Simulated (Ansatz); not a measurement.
# Sr on W(100): change of the work function

Wanted: Δφ(θ) for Sr/W(100), starting from the hollow site.

Method: plane-wave DFT, PBE, Ansatz PAW, in Ansatz 0.2.0.

## 1. The structure

The cell holds 5 atoms: 5 W. Its edges and angles: a = 3.160 Å, b = 3.160 Å, c = 24.320 Å, α = 90.0°, β = 90.0°, γ = 90.0°. Vacuum lies along c.

As a file:

```cif
data_structure
_symmetry_space_group_name_H-M 'P 1'
_symmetry_Int_Tables_number 1
_cell_length_a 3.1600
_cell_length_b 3.1600
_cell_length_c 24.3200
_cell_angle_alpha 90.000
_cell_angle_beta 90.000
_cell_angle_gamma 90.000
_cell_volume 242.85
loop_
_atom_site_label
_atom_site_type_symbol
_atom_site_fract_x
_atom_site_fract_y
_atom_site_fract_z
_atom_site_occupancy
W1 W 0.00000 0.00000 0.37007 1
W2 W 0.50000 0.50000 0.43503 1
W3 W 0.00000 0.00000 0.50000 1
W4 W 0.50000 0.50000 0.56497 1
W5 W 0.00000 0.00000 0.62993 1
```

## 2. The clean slab

The bare slab comes first, as the zero from which every change is counted. The two lowest layers are held at bulk places and the upper ones relax. The dipole correction removes the false field that a one-sided slab makes across the periodic vacuum, so each face gets a flat vacuum level of its own.

Contents of input.yaml:

```yaml
crystal:
  lattice:
    - [3.16, 0.0, 0.0]
    - [0.0, 3.16, 0.0]
    - [0.0, 0.0, 24.32]
  atoms:
    - { symbol: W, position: [0.0, 0.0, 0.3700657895] }
    - { symbol: W, position: [0.5, 0.5, 0.4350328947] }
    - { symbol: W, position: [0.0, 0.0, 0.5] }
    - { symbol: W, position: [0.5, 0.5, 0.5649671053] }
    - { symbol: W, position: [0.0, 0.0, 0.6299342105] }
kpoints:
  mp_grid: { grid: [10, 10, 1] }
hamiltonian:
  xc: pbe
scf:
  occupations: { method: fermi_dirac, width: 0.1 }
  convergence: { dr2_threshold: 1.0e-08 }
efield:
  axis: 3
  dipole_correction: true
  ramp_position: 0.97
  ramp_width: 0.06
relax:
  f_tol: 0.02
  max_steps: 60
  constraints: [{ sites: [0, 1] }]
output:
  write_potential: true
  write_density: true
  volumetric_format: npy
```

The run is started by

```bash
ansatz run input.yaml --threads 4 --pin off --max-ram 12288MiB --backend cpu --events-out ev --progress --plain --runs-dir out
```

Numbers of over 12 decimals in the logs are rounded to 6 here.

Output:

```text
Engine: ansatz 0.2.0, aarch64-unknown-linux-gnu
Pseudopotentials: kind: paw
Pseudopotential: W, paw, valence charge 14, recommended cutoff 420 eV (normal), W.paw.azcp
Functional definition: PBE
  parameter kappa = 0.804
  parameter beta = 0.066725
  exchange = pbe_x(kappa = kappa, mu = beta*pi^2/3)
  correlation = pbe_c(beta = beta)
Crystal: 5 atoms, lattice volume = 242.850 Å³
Basis set: ecut = 420 eV, 4785 PW (Γ), exchange–correlation on 48×48×360 points (8 copies of the dense FFT grid, shifted against one another)
Bands: 42, of which v1, the nominal top of the filled ones, is band 35 counted from 1 (34 counted from 0)
Symmetry: 8 space group operations
k-points: 21 of 100
Non-local potential: W, projectors of the file, l = 0: 3, l = 1: 2, l = 2: 2, l = 3: 1
PAW form: soft (Blöchl's): semilocal exchange-correlation on the pseudo side does not see the compensation charge
PAW one-centre angular grid: W, 590 points (default); XC on 64 Gauss nodes
Initial density: superposition of atomic densities (neutral atoms: chi_scale 0, normalization atom), corrected by the library's trained network
Initial wavefunctions: pseudopotential atomic-orbital guess
Functional: x = pbe(κ = 0.804, μ = 0.219515), c = pbe(β = 0.066725)
SCF iter   1: F=—  HF=-51918.943698 eV  |F-HF|=—  |Δ(HF+E_count)|=         —  Δρ=5.77e-3  dr2=2.38e-1  ethr=1.77e-3  p=0.000 e·Å  D=6.81e-15 V/Å  ΔV_dip=-0.00 eV  dr2_dipole=4.80e-8  V_vac-E_F(+/−)=4.36/4.36 eV  ⟨swp⟩=8.6  Hψ=4224  notcnv=0
efield: sawtooth ramp at fractional position 0.9700 (set: `efield.ramp_position`, or a place that a band, a saddle search or an elastic batch's reference lends), width 0.0600; the density the first Hamiltonian is built on has a dipole p = 0.000 e·Å; the dipole correction subtracts the counter field D = 6.81e-15 V/Å, which shifts the + side's vacuum level by -0.00 eV against the − side's; the planar-averaged density in the ramp window peaks in size at 1.3e-5 e/Å³
preconditioner: auto → LDOS  [metal: Δε(μ)=0.051 eV  Ē_g=4.216 eV  σ=0.100 eV  W_gap=0.13  n_scr=44 (ndim 8)  ℏωp=13.1 eV  f_vac=0.578  D(μ)=6.66/eV (n_scr^D=44)  β→1.0]
SCF iter   2: F=—  HF=-51918.927677 eV  |F-HF|=—  |Δ(HF+E_count)|=   1.60e-2  Δρ=4.23e-3  dr2=9.92e-2  ethr=3.40e-4  p=-0.000 e·Å  D=-4.49e-6 V/Å  ΔV_dip=0.00 eV  dr2_dipole=1.54e-7  V_vac-E_F(+/−)=4.27/4.27 eV  ⟨swp⟩=2.3  Hψ=1521  notcnv=0
SCF iter   3: F=—  HF=-51918.917963 eV  |F-HF|=—  |Δ(HF+E_count)|=   9.71e-3  Δρ=1.05e-3  dr2=7.66e-3  ethr=1.42e-4  p=-0.000 e·Å  D=-1.75e-6 V/Å  ΔV_dip=0.00 eV  dr2_dipole=1.25e-8  V_vac-E_F(+/−)=4.27/4.27 eV  ⟨swp⟩=2.0  Hψ=1340  notcnv=0
SCF iter   4: F=—  HF=-51918.918182 eV  |F-HF|=—  |Δ(HF+E_count)|=   2.18e-4  Δρ=3.29e-4  dr2=3.65e-4  ethr=1.09e-5  p=-0.000 e·Å  D=-2.82e-8 V/Å  ΔV_dip=0.00 eV  dr2_dipole=3.84e-10  V_vac-E_F(+/−)=4.25/4.25 eV  ⟨swp⟩=2.4  Hψ=1204  notcnv=0
SCF iter   5: F=—  HF=-51918.918262 eV  |F-HF|=—  |Δ(HF+E_count)|=   8.08e-5  Δρ=1.30e-4  dr2=2.94e-5  ethr=5.22e-7  p=-0.000 e·Å  D=-2.97e-7 V/Å  ΔV_dip=0.00 eV  dr2_dipole=3.48e-10  V_vac-E_F(+/−)=4.24/4.24 eV  ⟨swp⟩=3.0  Hψ=1372  notcnv=0
SCF iter   6: F=—  HF=-51918.918296 eV  |F-HF|=—  |Δ(HF+E_count)|=   3.34e-5  Δρ=4.90e-5  dr2=6.88e-6  ethr=4.21e-8  p=-0.000 e·Å  D=-2.04e-8 V/Å  ΔV_dip=0.00 eV  dr2_dipole=2.81e-12  V_vac-E_F(+/−)=4.24/4.24 eV  ⟨swp⟩=2.8  Hψ=1605  notcnv=0
SCF iter   7: F=—  HF=-51918.918591 eV  |F-HF|=—  |Δ(HF+E_count)|=   2.95e-4  Δρ=1.24e-5  dr2=3.01e-7  ethr=9.83e-9  p=0.000 e·Å  D=5.29e-8 V/Å  ΔV_dip=-0.00 eV  dr2_dipole=5.86e-12  V_vac-E_F(+/−)=4.24/4.24 eV  ⟨swp⟩=2.6  Hψ=1584  notcnv=0
SCF iter   8: F=—  HF=-51918.918592 eV  |F-HF|=—  |Δ(HF+E_count)|=   1.14e-6  Δρ=3.04e-6  dr2=3.21e-8  ethr=4.30e-10  p=0.000 e·Å  D=4.85e-8 V/Å  ΔV_dip=-0.00 eV  dr2_dipole=3.49e-14  V_vac-E_F(+/−)=4.24/4.24 eV  ⟨swp⟩=3.0  Hψ=1722  notcnv=0
SCF iter   9: F=-51918.918592 eV  HF=-51918.918592 eV  |F-HF|=9.36e-9  |Δ(HF+E_count)|=   8.29e-8  Δρ=9.99e-7  dr2=7.32e-9  ethr=1.43e-11  p=0.000 e·Å  D=6.39e-9 V/Å  ΔV_dip=-0.00 eV  dr2_dipole=2.63e-12  V_vac-E_F(+/−)=4.24/4.24 eV  ⟨swp⟩=11.3  Hψ=6762  notcnv=0
SCF 1 converged in 9 iterations: F = -51918.918592 eV  dr2 = 7.32e-9
  greatest PAW one-centre occupation: 1.000 electrons in one spin orbital (limit 2), on the W atom at site 4 (counted from 0), in its partial waves of l = 0
relax step   1: F+E_penalty+E_count = -51918.91859229 eV  Δ(F+E_penalty+E_count) = +0.000e0 eV  max|allowed force component| = 1.639e0 eV/Å  Δτ_max = 0.0000 Å  (9 SCF iters, accepted)
Initial density: handed on by an earlier stage of this run
Initial wavefunctions: those handed on with the density
SCF iter   1: F=—  HF=-51918.879997 eV  |F-HF|=—  |Δ(HF+E_count)|=         —  Δρ=1.51e-2  dr2=5.56e0  ethr=3.10e-3  p=-0.000 e·Å  D=-1.18e-7 V/Å  ΔV_dip=0.00 eV  dr2_dipole=1.66e0  V_vac-E_F(+/−)=4.29/4.29 eV  ⟨swp⟩=6.5  Hψ=2745  notcnv=0
efield: sawtooth ramp at fractional position 0.9700 (set: `efield.ramp_position`, or a place that a band, a saddle search or an elastic batch's reference lends), width 0.0600; the density the first Hamiltonian is built on has a dipole p = -0.000 e·Å; the dipole correction subtracts the counter field D = -1.18e-7 V/Å, which shifts the + side's vacuum level by +0.00 eV against the − side's; the planar-averaged density in the ramp window peaks in size at 1.6e-6 e/Å³
preconditioner: auto → LDOS  [metal: Δε(μ)=0.005 eV  Ē_g=4.376 eV  σ=0.100 eV  W_gap=0.01  n_scr=44 (ndim 8)  ℏωp=13.1 eV  f_vac=0.587  D(μ)=5.22/eV (n_scr^D=14)  β→1.0]
SCF iter   2: F=—  HF=-51918.741159 eV  |F-HF|=—  |Δ(HF+E_count)|=   1.39e-1  Δρ=5.15e-3  dr2=4.53e-1  ethr=3.10e-3  p=0.010 e·Å  D=7.19e-3 V/Å  ΔV_dip=-0.17 eV  dr2_dipole=4.88e-2  V_vac-E_F(+/−)=4.03/4.20 eV  ⟨swp⟩=2.5  Hψ=1370  notcnv=0
SCF iter   3: F=—  HF=-51918.718245 eV  |F-HF|=—  |Δ(HF+E_count)|=   2.29e-2  Δρ=2.20e-3  dr2=7.77e-2  ethr=6.46e-4  p=0.001 e·Å  D=8.05e-4 V/Å  ΔV_dip=-0.02 eV  dr2_dipole=3.64e-3  V_vac-E_F(+/−)=4.21/4.23 eV  ⟨swp⟩=2.6  Hψ=1355  notcnv=0
SCF iter   4: F=—  HF=-51918.711395 eV  |F-HF|=—  |Δ(HF+E_count)|=   6.85e-3  Δρ=4.65e-4  dr2=2.81e-3  ethr=1.11e-4  p=0.004 e·Å  D=2.81e-3 V/Å  ΔV_dip=-0.07 eV  dr2_dipole=7.59e-4  V_vac-E_F(+/−)=4.16/4.23 eV  ⟨swp⟩=2.4  Hψ=1325  notcnv=0
SCF iter   5: F=—  HF=-51918.711062 eV  |F-HF|=—  |Δ(HF+E_count)|=   3.34e-4  Δρ=1.40e-4  dr2=1.27e-4  ethr=4.02e-6  p=0.004 e·Å  D=2.99e-3 V/Å  ΔV_dip=-0.07 eV  dr2_dipole=1.78e-6  V_vac-E_F(+/−)=4.16/4.23 eV  ⟨swp⟩=2.5  Hψ=1445  notcnv=0
[...]
SCF iter   5: F=—  HF=-51919.038291 eV  |F-HF|=—  |Δ(HF+E_count)|=   1.21e-4  Δρ=1.03e-4  dr2=4.71e-5  ethr=3.83e-6  p=0.006 e·Å  D=4.72e-3 V/Å  ΔV_dip=-0.11 eV  dr2_dipole=1.69e-6  V_vac-E_F(+/−)=4.14/4.25 eV  ⟨swp⟩=2.1  Hψ=1332  notcnv=0
SCF iter   6: F=—  HF=-51919.038293 eV  |F-HF|=—  |Δ(HF+E_count)|=   1.57e-6  Δρ=3.72e-5  dr2=7.12e-6  ethr=6.73e-8  p=0.006 e·Å  D=4.64e-3 V/Å  ΔV_dip=-0.11 eV  dr2_dipole=2.85e-7  V_vac-E_F(+/−)=4.14/4.25 eV  ⟨swp⟩=2.9  Hψ=1694  notcnv=0
SCF iter   7: F=—  HF=-51919.038588 eV  |F-HF|=—  |Δ(HF+E_count)|=   2.96e-4  Δρ=1.66e-5  dr2=1.81e-6  ethr=1.02e-8  p=0.006 e·Å  D=4.57e-3 V/Å  ΔV_dip=-0.11 eV  dr2_dipole=1.37e-7  V_vac-E_F(+/−)=4.14/4.25 eV  ⟨swp⟩=2.2  Hψ=1214  notcnv=0
SCF iter   8: F=—  HF=-51919.038589 eV  |F-HF|=—  |Δ(HF+E_count)|=   2.16e-7  Δρ=4.09e-6  dr2=4.58e-8  ethr=2.59e-9  p=0.006 e·Å  D=4.55e-3 V/Å  ΔV_dip=-0.11 eV  dr2_dipole=3.86e-10  V_vac-E_F(+/−)=4.14/4.25 eV  ⟨swp⟩=2.0  Hψ=1163  notcnv=0
SCF iter   9: F=—  HF=-51919.038589 eV  |F-HF|=—  |Δ(HF+E_count)|=   8.69e-8  Δρ=1.79e-6  dr2=1.89e-8  ethr=1.43e-11  p=0.006 e·Å  D=4.55e-3 V/Å  ΔV_dip=-0.11 eV  dr2_dipole=9.83e-10  V_vac-E_F(+/−)=4.14/4.25 eV  ⟨swp⟩=12.2  Hψ=7250  notcnv=0
SCF iter  10: F=-51919.038589 eV  HF=-51919.038589 eV  |F-HF|=4.23e-9  |Δ(HF+E_count)|=   1.30e-8  Δρ=5.99e-7  dr2=1.70e-9  ethr=1.43e-11  p=0.006 e·Å  D=4.55e-3 V/Å  ΔV_dip=-0.11 eV  dr2_dipole=1.00e-10  V_vac-E_F(+/−)=4.14/4.25 eV  ⟨swp⟩=10.8  Hψ=6273  notcnv=0
SCF 3 converged in 10 iterations: F = -51919.038589 eV  dr2 = 1.70e-9
  greatest PAW one-centre occupation: 1.000 electrons in one spin orbital (limit 2), on the W atom at site 0 (counted from 0), in its partial waves of l = 0
relax step   3: F+E_penalty+E_count = -51919.03858875 eV  Δ(F+E_penalty+E_count) = -1.200e-1 eV  max|allowed force component| = 1.109e-1 eV/Å  Δτ_max = 0.0949 Å  (10 SCF iters, accepted)
SCF iter   1: F=—  HF=-51919.039369 eV  |F-HF|=—  |Δ(HF+E_count)|=         —  Δρ=7.19e-4  dr2=1.77e-2  ethr=2.06e-4  p=0.006 e·Å  D=4.55e-3 V/Å  ΔV_dip=-0.11 eV  dr2_dipole=6.02e-3  V_vac-E_F(+/−)=4.13/4.25 eV  ⟨swp⟩=1.9  Hψ=1348  notcnv=0
efield: sawtooth ramp at fractional position 0.9700 (set: `efield.ramp_position`, or a place that a band, a saddle search or an elastic batch's reference lends), width 0.0600; the density the first Hamiltonian is built on has a dipole p = 0.006 e·Å; the dipole correction subtracts the counter field D = 4.55e-3 V/Å, which shifts the + side's vacuum level by -0.11 eV against the − side's; the planar-averaged density in the ramp window peaks in size at 2.0e-6 e/Å³
preconditioner: auto → LDOS  [metal: Δε(μ)=0.027 eV  Ē_g=4.265 eV  σ=0.100 eV  W_gap=0.07  n_scr=44 (ndim 8)  ℏωp=13.1 eV  f_vac=0.582  D(μ)=6.19/eV (n_scr^D=44)  β→1.0]
SCF iter   2: F=—  HF=-51919.039121 eV  |F-HF|=—  |Δ(HF+E_count)|=   2.48e-4  Δρ=1.91e-4  dr2=2.85e-4  ethr=2.53e-5  p=0.006 e·Å  D=4.61e-3 V/Å  ΔV_dip=-0.11 eV  dr2_dipole=1.17e-5  V_vac-E_F(+/−)=4.14/4.25 eV  ⟨swp⟩=1.2  Hψ=1060  notcnv=0
SCF iter   3: F=—  HF=-51919.039084 eV  |F-HF|=—  |Δ(HF+E_count)|=   3.65e-5  Δρ=1.47e-4  dr2=2.39e-4  ethr=4.07e-7  p=0.006 e·Å  D=4.64e-3 V/Å  ΔV_dip=-0.11 eV  dr2_dipole=1.45e-6  V_vac-E_F(+/−)=4.14/4.25 eV  ⟨swp⟩=3.4  Hψ=1818  notcnv=0
SCF iter   4: F=—  HF=-51919.039064 eV  |F-HF|=—  |Δ(HF+E_count)|=   2.00e-5  Δρ=1.73e-5  dr2=1.82e-6  ethr=3.42e-7  p=0.006 e·Å  D=4.58e-3 V/Å  ΔV_dip=-0.11 eV  dr2_dipole=6.73e-8  V_vac-E_F(+/−)=4.14/4.25 eV  ⟨swp⟩=2.0  Hψ=1140  notcnv=0
SCF iter   5: F=—  HF=-51919.039341 eV  |F-HF|=—  |Δ(HF+E_count)|=   2.76e-4  Δρ=5.75e-6  dr2=1.23e-7  ethr=2.59e-9  p=0.006 e·Å  D=4.55e-3 V/Å  ΔV_dip=-0.11 eV  dr2_dipole=8.20e-9  V_vac-E_F(+/−)=4.14/4.25 eV  ⟨swp⟩=3.0  Hψ=1642  notcnv=0
SCF iter   6: F=—  HF=-51919.039341 eV  |F-HF|=—  |Δ(HF+E_count)|=   2.08e-7  Δρ=2.11e-6  dr2=5.19e-8  ethr=1.43e-11  p=0.006 e·Å  D=4.52e-3 V/Å  ΔV_dip=-0.11 eV  dr2_dipole=1.63e-8  V_vac-E_F(+/−)=4.14/4.25 eV  ⟨swp⟩=12.2  Hψ=7432  notcnv=0
SCF iter   7: F=-51919.039341 eV  HF=-51919.039341 eV  |F-HF|=8.86e-9  |Δ(HF+E_count)|=   6.29e-9  Δρ=8.71e-7  dr2=3.26e-9  ethr=1.43e-11  p=0.006 e·Å  D=4.51e-3 V/Å  ΔV_dip=-0.11 eV  dr2_dipole=1.77e-10  V_vac-E_F(+/−)=4.14/4.25 eV  ⟨swp⟩=9.3  Hψ=6768  notcnv=0
SCF 4 converged in 7 iterations: F = -51919.039341 eV  dr2 = 3.26e-9
relax step   4: F+E_penalty+E_count = -51919.03934085 eV  Δ(F+E_penalty+E_count) = -7.521e-4 eV  max|allowed force component| = 1.137e-2 eV/Å  Δτ_max = 0.0081 Å  (7 SCF iters, accepted)
NSCF: frozen V_eff on 21 k-points
the band table was solved once a step of the walk had ended and its energy, with any forces and stress, was formed, with the checks that follow a solve (4289 applications of the Hamiltonian). They found nothing against the state; the energy, forces and stress were not computed again (output.eigenvalues in the input reference)
WARN: The output density's exchange-correlation potential varies sharply where the density is thin. Do not read a vacuum level from v_tot or v_xc, or from such a field of the output density. On a cell that repeats whose density bears no net charge and no dipole along the vacuum's axis use v_es (v_loc + v_h of the components); under efield.dipole_correction with no amplitude use v_es + v_field, which holds any externa [...]
SCF converged after 7 iterations
Free energy (F): -51919.039341 eV
Harris-Foulkes:  -51919.039341 eV  (|F-HF|=8.86e-9)
Internal energy: -51918.842746 eV  (E = F + TS)
E sigma→0 (E₀):  -51918.941043 eV
Entropy (-TS):   -0.196595 eV (-39.319 meV/atom)
Fermi energy:    4.620243 eV
Dipole field:    D = 0.004493 V/Å  (p = 0.006030 e·Å, saw-weighted, corrected)
Work function:   Φ+ = 4.1402 eV   Φ− = 4.2494 eV
Levels:          The Fermi level and band energies are counted from a zero that moves with the ramp; work functions are not
--- Per-component energies (eV) ---
  E_band       = -1645.525445
  E_kinetic    = 2239.554233
  E_local      = -86120.570797  (includes V_loc(G=0)·N_el)
  E_nonlocal   = 8.038723
  E_hartree    = 42018.601418
  E_xc         = -1327.547464
  E_vxc        = -1184.523890  (∫ρ·V_xc dr)
  E_paw        = -42812.973405  (= ΣΔE_a)
  E_vpaw       = -625.236123  (= ΣTr[D̂ρ^β])
  E_aug_tail   = -0.000292  (compensation charges beyond the density's cutoff)
  E_efield     = 0.000014  (sawtooth field / dipole correction)
  E_vefield    = 0.002352  (∫n·V_field dr)
  E_ewald      = 34076.054825
  E_smearing   = -0.196595  (= −TS)
  E_closure    = 0.000000  (closes the sum)
  Σ components = -51919.039341   (vs F -51919.039341, Δ=0.00e0)
--- Forces (eV/Å), atoms counted from 1 ---
  atom   1  W      0.00000000    -0.00000000     1.20959450
  atom   2  W     -0.00000000    -0.00000000    -1.22296267
  atom   3  W      0.00000000     0.00000000     0.00014571
  atom   4  W      0.00000000    -0.00000000     0.01137142
  atom   5  W      0.00000000    -0.00000000     0.00182161
  max |Σ_I F_I| component: 2.94e-5 eV/Å
--- Band table (eV; the first three rows and the last of 21) ---
  k-point 0: bands = [... 31 lower, 3.9705, 3.9705, 4.2691, 4.4037, 4.5664, 4.7148, 4.7280, 4.7280, ... 3 higher]
  k-point 1: bands = [... 31 lower, 3.9594, 4.0699, 4.0781, 4.2619, 4.4865, 4.7449, 5.3699, 5.3799, ... 3 higher]
  k-point 2: bands = [... 31 lower, 3.7211, 3.7457, 3.8845, 3.9815, 5.0012, 5.2755, 5.4385, 5.6903, ... 3 higher]
  k-point 20: bands = [... 31 lower, 3.6825, 3.6825, 6.3997, 6.3997, 6.4530, 6.5928, 7.0133, 7.0133, ... 3 higher]
--- Relaxed structure (4 steps of the walk, 3 accepted, 0 SCFs on fresh bases) ---
  F+E_penalty+E_count = -51919.03934085 eV   max|allowed force component| = 1.137e-2 eV/Å
  atoms:
    - { symbol: W, position: [0.0, 0.0, 0.3700657895] }
    - { symbol: W, position: [0.500000, 0.500000, 0.435033] }
    - { symbol: W, position: [-1.881749432183087e-19, 0, 0.499874] }
    - { symbol: W, position: [0.500000, 0.500000, 0.567443] }
    - { symbol: W, position: [-5.786327798059582e-18, 0, 0.626065] }
```

Wall time 19 s (4 threads of Arm Neoverse V2, shared host); peak memory 0.61 GiB; 73 s of CPU time.

The steps of the relaxation:

```csv
step,energy less that of the first step (eV),largest force component (eV/Å)
1,0.0000,1.6387
2,0.2072,2.8808
3,-0.1200,0.1109
4,-0.1207,0.0114
```

Relaxation step 2 was tried and not accepted.

The run keeps the 8 symmetry operations that it works with, so distortions that break them were not tested.

The atoms that moved most (Å):

```csv
atom,dx,dy,dz,length
W5,0.000,0.000,-0.094,0.094
W4,0.000,0.000,0.060,0.060
```

Final coordinates:

```xyz
5
Lattice="3.1600 0.0000 0.0000 0.0000 3.1600 0.0000 0.0000 0.0000 24.3200" Properties=species:S:1:pos:R:3
W     0.0000    0.0000    9.0000
W     1.5800    1.5800   10.5800
W     0.0000    0.0000   12.1569
W     1.5800    1.5800   13.8002
W     0.0000    0.0000   15.2259
```

This step gave:

- energy at zero smearing: -51918.9410 eV
- work function, upper face: 4.140 eV
- work function, lower face: 4.249 eV
- dipole along the normal: 0.006030 e·Å
- step between the vacuum levels: -0.1093 eV

Running mean over 1.58 Å of the planar mean; the ramp of the sawtooth is left out. Electron's electrostatic potential energy less the Fermi level against z:

```csv
z (Å),electron's electrostatic potential energy less the Fermi level (eV)
3,4.25
4,4.25
5,4.24
6,4.16
7,3.41
8,-2.57
9,-11.3
10,-12.3
11,-12.7
12,-12.6
13,-12.0
14,-13.4
15,-13.0
16,-5.09
17,2.80
18,3.99
19,4.12
20,4.14
21,4.14
```

The relaxation took 4 steps and lowered the energy by 0.12 eV; the largest force on the free atoms ends at 0.011 eV/Å.

The work function of the upper face is 4.14 eV.

[end of part 1 of 5]

[Logs are printed without paths, hosts, clocks, repeated set-up lines and the standing remarks that a program may print on its own settings, such as how far it seeks lower states.]

[Hosts, paths, dates, database ids (printed as entryN), source tags and the programs' standing remarks are cut or masked in the printed files.]

[Maps of the electrostatic potential energy from Ansatz leave out the sawtooth potential of an applied field or a dipole correction, so their vacuum need not be flat; planar profiles and work functions include it.]
